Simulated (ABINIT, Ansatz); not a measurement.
# Osmium (P6_3/mmc): from the cell to the phonon bands

Aim: the phonon dispersion of Osmium (P6_3/mmc), checked by a second program.

Main program and level: ABINIT 10.8.3; DFT LDA, scalar-relativistic, plane waves, PseudoDojo norm-conserving pseudopotentials.

## (1) Set-up

It takes space group P6_3/mmc (No. 194, hexagonal). The conventional cell has a = 2.734 Å, b = 2.734 Å, c = 4.320 Å, α = 90.00°, β = 90.00°, γ = 120.00°. Nearest to Os lie 12 Os at 2.68 to 2.73 Å.

Structure file:

```cif
data_structure
_symmetry_space_group_name_H-M 'P 1'
_symmetry_Int_Tables_number 1
_cell_length_a 2.7341
_cell_length_b 2.7341
_cell_length_c 4.3197
_cell_angle_alpha 90.000
_cell_angle_beta 90.000
_cell_angle_gamma 120.000
_cell_volume 27.96
loop_
_atom_site_label
_atom_site_type_symbol
_atom_site_fract_x
_atom_site_fract_y
_atom_site_fract_z
_atom_site_occupancy
Os1 Os 0.33333 0.66667 0.25000 1
Os2 Os 0.66667 0.33333 0.75000 1
```

## (2) A probe with smearing

A first run with smearing and empty bands tells whether the crystal has a gap, which decides between fixed occupations and smearing later on.

probe.abi reads:

```
# ground state
tolvrs 1.0d-08
prtden 1
prtwf 1

# basis, mesh and filling
ecut 33.0
ngkpt 9 9 4
nshiftk 1
shiftk 0.0 0.0 0.0
istwfk *1
occopt 7
tsmear 0.005
nband 24
nstep 100
diemac 9.0
prtebands 0
prtgsr 0

# cell and atoms
acell 3*1.0 Angstrom
rprim 
    2.7341 0.0 0.0
    -1.36705 2.367800057 0.0
    0.0 0.0 4.3197
ntypat 1
znucl 76
natom 2
typat 1 1
xred 
    1/3 2/3 0.25
    2/3 1/3 0.75
pp_dirpath "./pseudo"
pseudos "Os.upf"
```

Run with:

```
$ OMP_NUM_THREADS=1 mpirun -n 16 abinit probe.abi > probe.log
```

Numbers of over 12 decimals in the logs are rounded to 6 here.

probe.abo, the main output file:

```text
[banners, grids, parts of the stress and lines that vanish by symmetry left out]
- input  file    -> probe.abi
- output file    -> probe.abo
- root for input  files -> probei
[...]
Symmetries : space group P6_3/m m c (#194); Bravais hP (primitive hexag.)
[...]
mpw =        1743          nfft =       40500          nkpt =          36
[...]
== DATASET  1 ==================================================================
[...]
-    --> not optimal distribution: autoparal keyword recommended in input file <--
[...]
cutoff_energies: {ecut:  33.0, pawecutdg:  -1.0, }
[...]
ETOT  1  -202.45362963343    -2.025E+02 1.025E-01 4.638E+01
 ETOT  2  -202.54862646052    -9.500E-02 3.045E-02 1.432E+01
 ETOT  3  -202.55260371191    -3.977E-03 2.274E-03 1.157E-03
 ETOT  4  -202.55260554300    -1.831E-06 6.457E-04 4.271E-05
 ETOT  5  -202.55260555388    -1.087E-08 6.117E-04 1.690E-07
 ETOT  6  -202.55260555391    -3.905E-11 5.389E-04 1.202E-09
 At SCF step    6       vres2   =  1.20E-09 < tolvrs=  1.00E-08 =>converged.
[...]
sigma(1 1)=  3.36666770E-04  sigma(3 2)=  0.00000000E+00
  sigma(2 2)=  3.36666749E-04  sigma(3 1)=  0.00000000E+00
  sigma(3 3)=  3.81857825E-04  sigma(2 1)=  0.00000000E+00
[...]
convergence: {deltae: -3.905E-11, res2:  1.202E-09, residm:  5.389E-04, diffor: null, }
etotal    :  -2.02552606E+02
[...]
sigma(1 1)=  3.36666770E-04  sigma(3 2)=  0.00000000E+00
  sigma(2 2)=  3.36666749E-04  sigma(3 1)=  0.00000000E+00
  sigma(3 3)=  3.81857825E-04  sigma(2 1)=  0.00000000E+00
[...]
- sigma(1 1)=  9.90507834E+00  sigma(3 2)=  0.00000000E+00
- sigma(2 2)=  9.90507773E+00  sigma(3 1)=  0.00000000E+00
- sigma(3 3)=  1.12346451E+01  sigma(2 1)=  0.00000000E+00
[...]
fcart     -0.0000000000E+00 -0.0000000000E+00 -6.7554865564E-26
           strten      3.3666676973E-04  3.3666674921E-04  3.8185782515E-04
================================================================================

[key lines of the parts left out:]
pressure_GPa:  -1.0348E+01
```

Wall time 4.8 s (16 MPI ranks of Arm Neoverse V2, shared host).

Numbers from this step:

| Property | Result |
| --- | --- |
| volume per atom | 13.98 Å³ |
| pressure | -10.35 GPa |
| gap on the k-mesh | 0 eV |

No gap opens on this mesh, so smearing is kept; the printed pressure holds the stress of the finite basis too.

## (3) Relaxation

The harmonic expansion needs vanishing forces, and a free crystal bears no stress, so cell and atoms are brought to rest. Stress is more sensitive to the basis than forces are: the last 3 Ha under the cutoff are smoothed with ecutsm, and the cutoff is raised above that of the later runs.

relax.abi reads:

```
# relaxation
ionmov 2
optcell 2
dilatmx 1.08
ntime 40
tolmxf 1.0d-05
tolvrs 1.0d-14
prtwf 0
prtden 0
chksymtnons 0

# basis, mesh and filling
ecut 41.0
ecutsm 3.0
ngkpt 12 12 6
nshiftk 1
shiftk 0.0 0.0 0.0
istwfk *1
occopt 7
tsmear 0.01
nband 24
nstep 100
diemac 1000000.0
prtebands 0
prtgsr 0

# cell and atoms
acell 3*1.0 Angstrom
rprim 
    2.7341 0.0 0.0
    -1.36705 2.367800057 0.0
    0.0 0.0 4.3197
ntypat 1
znucl 76
natom 2
typat 1 1
xred 
    1/3 2/3 0.25
    2/3 1/3 0.75
pp_dirpath "./pseudo"
pseudos "Os.upf"
```

Run with:

```
$ OMP_NUM_THREADS=1 mpirun -n 16 abinit relax.abi > relax.log
```

relax.abo, the main output file:

```text
[banners, grids, parts of the stress and lines that vanish by symmetry left out]
- input  file    -> relax.abi
- output file    -> relax.abo
- root for input  files -> relaxi
[...]
Symmetries : space group P6_3/m m c (#194); Bravais hP (primitive hexag.)
[...]
mpw =        3003          nfft =       69984          nkpt =          76
[...]
== DATASET  1 ==================================================================
[...]
cutoff_energies: {ecut:  41.0, pawecutdg:  -1.0, }
[...]
ETOT  1  -202.44888161601    -2.024E+02 1.306E-01 7.994E+01
 ETOT  2  -202.54932450419    -1.004E-01 1.573E-02 2.172E+01
 ETOT  3  -202.55286326304    -3.539E-03 5.456E-03 5.959E-03
 ETOT  4  -202.55286676893    -3.506E-06 3.329E-03 1.545E-04
 ETOT  5  -202.55286679227    -2.334E-08 3.551E-03 3.733E-06
[...]
At SCF step    9       vres2   =  4.32E-16 < tolvrs=  1.00E-14 =>converged.
[...]
sigma(1 1)=  3.28407547E-04  sigma(3 2)=  0.00000000E+00
  sigma(2 2)=  3.28407526E-04  sigma(3 1)=  0.00000000E+00
  sigma(3 3)=  3.13937443E-04  sigma(2 1)=  0.00000000E+00
[...]
convergence: {deltae: -8.811E-13, res2:  4.319E-16, residm:  1.735E-04, diffor: null, }
etotal    :  -2.02552867E+02
[...]
ETOT  1  -202.54586005625    -2.025E+02 4.066E+02 5.019E+01
[...]
At SCF step    9       vres2   =  7.85E-17 < tolvrs=  1.00E-14 =>converged.
[...]
sigma(1 1)= -9.41069114E-05  sigma(3 2)=  0.00000000E+00
  sigma(2 2)= -9.41069329E-05  sigma(3 1)=  0.00000000E+00
  sigma(3 3)= -1.32505075E-04  sigma(2 1)=  0.00000000E+00
[...]
convergence: {deltae:  5.969E-13, res2:  7.854E-17, residm:  2.804E+01, diffor: null, }
etotal    :  -2.02553491E+02
[...]
ETOT  1  -202.55310597086    -2.026E+02 1.404E-04 3.035E+00
[...]
At SCF step    8       vres2   =  1.63E-15 < tolvrs=  1.00E-14 =>converged.
[...]
sigma(1 1)=  7.18222217E-06  sigma(3 2)=  0.00000000E+00
  sigma(2 2)=  7.18220086E-06  sigma(3 1)=  0.00000000E+00
  sigma(3 3)= -3.85671985E-06  sigma(2 1)=  0.00000000E+00
[...]
convergence: {deltae: -8.527E-14, res2:  1.633E-15, residm:  2.727E-05, diffor: null, }
etotal    :  -2.02553560E+02
[...]
ETOT  1  -202.55355939421    -2.026E+02 1.789E-05 8.150E-03
[...]
At SCF step    7       vres2   =  3.19E-15 < tolvrs=  1.00E-14 =>converged.
[...]
sigma(1 1)=  1.62836671E-06  sigma(3 2)=  0.00000000E+00
  sigma(2 2)=  1.62834540E-06  sigma(3 1)=  0.00000000E+00
  sigma(3 3)= -2.26259969E-06  sigma(2 1)=  0.00000000E+00
[...]
convergence: {deltae: -5.684E-14, res2:  3.189E-15, residm:  9.708E-07, diffor: null, }
etotal    :  -2.02553561E+02
[...]
ETOT  1  -202.55356048924    -2.026E+02 6.195E-07 1.645E-03
[...]
At SCF step    7       vres2   =  4.60E-16 < tolvrs=  1.00E-14 =>converged.
[...]
sigma(1 1)= -5.06460456E-08  sigma(3 2)=  0.00000000E+00
  sigma(2 2)= -5.06673617E-08  sigma(3 1)=  0.00000000E+00
  sigma(3 3)= -1.16420588E-07  sigma(2 1)=  0.00000000E+00
[...]
convergence: {deltae:  9.379E-13, res2:  4.598E-16, residm:  3.965E-07, diffor: null, }
etotal    :  -2.02553561E+02
[...]
ETOT  1  -202.55356075441    -2.026E+02 2.469E-07 1.616E-06
[...]
ETOT  5  -202.55356075466     5.684E-13 2.221E-08 2.445E-13
 ETOT  6  -202.55356075466    -1.023E-12 5.915E-08 4.615E-16
 At SCF step    6       vres2   =  4.61E-16 < tolvrs=  1.00E-14 =>converged.
[...]
sigma(1 1)= -4.25746206E-09  sigma(3 2)=  0.00000000E+00
  sigma(2 2)= -4.27877803E-09  sigma(3 1)=  0.00000000E+00
  sigma(3 3)= -5.60062905E-09  sigma(2 1)=  0.00000000E+00
[...]
convergence: {deltae: -1.023E-12, res2:  4.615E-16, residm:  5.915E-08, diffor: null, }
etotal    :  -2.02553561E+02
[...]
At Broyd/MD step   6, gradients are converged :
[...]
sigma(1 1)= -4.25746206E-09  sigma(3 2)=  0.00000000E+00
  sigma(2 2)= -4.27877803E-09  sigma(3 1)=  0.00000000E+00
  sigma(3 3)= -5.60062905E-09  sigma(2 1)=  0.00000000E+00
[...]
- sigma(1 1)= -1.25258858E-04  sigma(3 2)=  0.00000000E+00
- sigma(2 2)= -1.25885996E-04  sigma(3 1)=  0.00000000E+00
- sigma(3 3)= -1.64776196E-04  sigma(2 1)=  0.00000000E+00
[...]
fcart     -0.0000000000E+00 -0.0000000000E+00 -0.0000000000E+00
           strten     -4.2574620635E-09 -4.2787780263E-09 -5.6006290508E-09
================================================================================

[key lines of the parts left out:]
pressure_GPa:   1.3864E-04
Total energy (etotal) [Ha]= -2.02553560754656E+02
```

Wall time 63 s (16 MPI ranks).

Relaxation path:

```csv
step,energy less that of the first step (eV),largest force (eV/Å),volume (Å³)
1,0.0000,0.0000,27.96
2,-0.0170,0.0000,27.16
3,-0.0189,0.0000,27.35
4,-0.0189,0.0000,27.35
5,-0.0189,0.0000,27.34
6,-0.0189,0.0000,27.34
```

```csv
"conventional cell, symmetrised",before,after,change
a (Å),2.734,2.712,-0.8 %
b (Å),2.734,2.712,-0.8 %
c (Å),4.320,4.293,-0.6 %
volume (Å³/atom),13.98,13.67,-2.2 %
```

Final coordinates:

```cif
data_structure
_symmetry_space_group_name_H-M 'P 1'
_symmetry_Int_Tables_number 1
_cell_length_a 2.7121
_cell_length_b 2.7121
_cell_length_c 4.2927
_cell_angle_alpha 90.000
_cell_angle_beta 90.000
_cell_angle_gamma 120.000
_cell_volume 27.34
loop_
_atom_site_label
_atom_site_type_symbol
_atom_site_fract_x
_atom_site_fract_y
_atom_site_fract_z
_atom_site_occupancy
Os1 Os 0.33333 0.66667 0.25000 1
Os2 Os 0.66667 0.33333 0.75000 1
```

Numbers from this step:

```
volume per atom : 13.67 Å³
pressure        : 1.39e-4 GPa
```

The volume changes by -2.2 % in this run and stands -2.2 % from the first cell.

## (4) Ground state

First-order wavefunctions inherit every error of the ground state, hence the very tight tolvrs. Smearing stays on, as the first look found no gap above 0.3 eV.

gs.abi reads:

```
# ground state
tolvrs 1.0d-16
prtden 1
prtwf 1

# basis, mesh and filling
ecut 33.0
ngkpt 12 12 6
nshiftk 1
shiftk 0.0 0.0 0.0
istwfk *1
occopt 7
tsmear 0.01
nband 24
nstep 100
diemac 1000000.0
prtebands 0
prtgsr 0

# cell and atoms
acell 3*1.0 Angstrom
rprim 
    2.712098943 0.0 0.0
    -1.356049471 2.348746582 0.0
    0.0 0.0 4.292654342
ntypat 1
znucl 76
natom 2
typat 1 1
xred 
    1/3 2/3 0.25
    2/3 1/3 0.75
pp_dirpath "./pseudo"
pseudos "Os.upf"
```

Run with:

```
$ OMP_NUM_THREADS=1 mpirun -n 16 abinit gs.abi > gs.log
```

gs.abo, the main output file:

```text
[banners, grids, parts of the stress and lines that vanish by symmetry left out]
- input  file    -> gs.abi
- output file    -> gs.abo
- root for input  files -> gsi
[...]
Symmetries : space group P6_3/m m c (#194); Bravais hP (primitive hexag.)
[...]
mpw =        1701          nfft =       40500          nkpt =          76
[...]
== DATASET  1 ==================================================================
[...]
cutoff_energies: {ecut:  33.0, pawecutdg:  -1.0, }
[...]
ETOT  1  -202.45738864840    -2.025E+02 1.326E-01 4.500E+01
 ETOT  2  -202.54999686846    -9.261E-02 2.215E-02 1.197E+01
 ETOT  3  -202.55329595666    -3.299E-03 3.976E-03 2.935E-03
 ETOT  4  -202.55329855372    -2.597E-06 1.937E-03 6.208E-05
 ETOT  5  -202.55329856946    -1.574E-08 8.489E-04 6.335E-07
[...]
ETOT  9  -202.55329856964    -6.537E-13 5.834E-04 2.854E-16
 ETOT 10  -202.55329856964    -5.684E-14 5.825E-04 7.403E-19
 At SCF step   10       vres2   =  7.40E-19 < tolvrs=  1.00E-16 =>converged.
[...]
sigma(1 1)=  2.37804515E-05  sigma(3 2)=  0.00000000E+00
  sigma(2 2)=  2.37804605E-05  sigma(3 1)=  0.00000000E+00
  sigma(3 3)=  2.42772823E-05  sigma(2 1)= -1.04779124E-11
[...]
convergence: {deltae: -5.684E-14, res2:  7.403E-19, residm:  5.825E-04, diffor: null, }
etotal    :  -2.02553299E+02
[...]
sigma(1 1)=  2.37804515E-05  sigma(3 2)=  0.00000000E+00
  sigma(2 2)=  2.37804605E-05  sigma(3 1)=  0.00000000E+00
  sigma(3 3)=  2.42772823E-05  sigma(2 1)= -1.04779124E-11
[...]
- sigma(1 1)=  6.99645038E-01  sigma(3 2)=  0.00000000E+00
- sigma(2 2)=  6.99645303E-01  sigma(3 1)=  0.00000000E+00
- sigma(3 3)=  7.14262304E-01  sigma(2 1)= -3.08270825E-07
[...]
fcart      1.5761443643E-27  1.1526506723E-27 -0.0000000000E+00
           strten      2.3780451499E-05  2.3780460507E-05  2.4277282275E-05
================================================================================

[key lines of the parts left out:]
pressure_GPa:  -7.0452E-01
```

Wall time 9.1 s (16 MPI ranks); 2.4 min of CPU time.

Numbers from this step:

```yaml
pressure: -0.7045 GPa
```

The cell stands at -0.70 GPa: the relaxation ran with a smoothed and higher cutoff, and the difference is a stress of the finite basis.

(Continued in part 2 of 4.)

[Host names and launcher messages were left out of these logs when they were recorded.]

[Logs are printed without paths, hosts, clocks, repeated set-up lines and the standing remarks that a program may print on its own settings, such as how far it seeks lower states.]

[Hosts, paths, dates, database ids (printed as entryN), source tags and the programs' standing remarks are cut or masked in the printed files.]
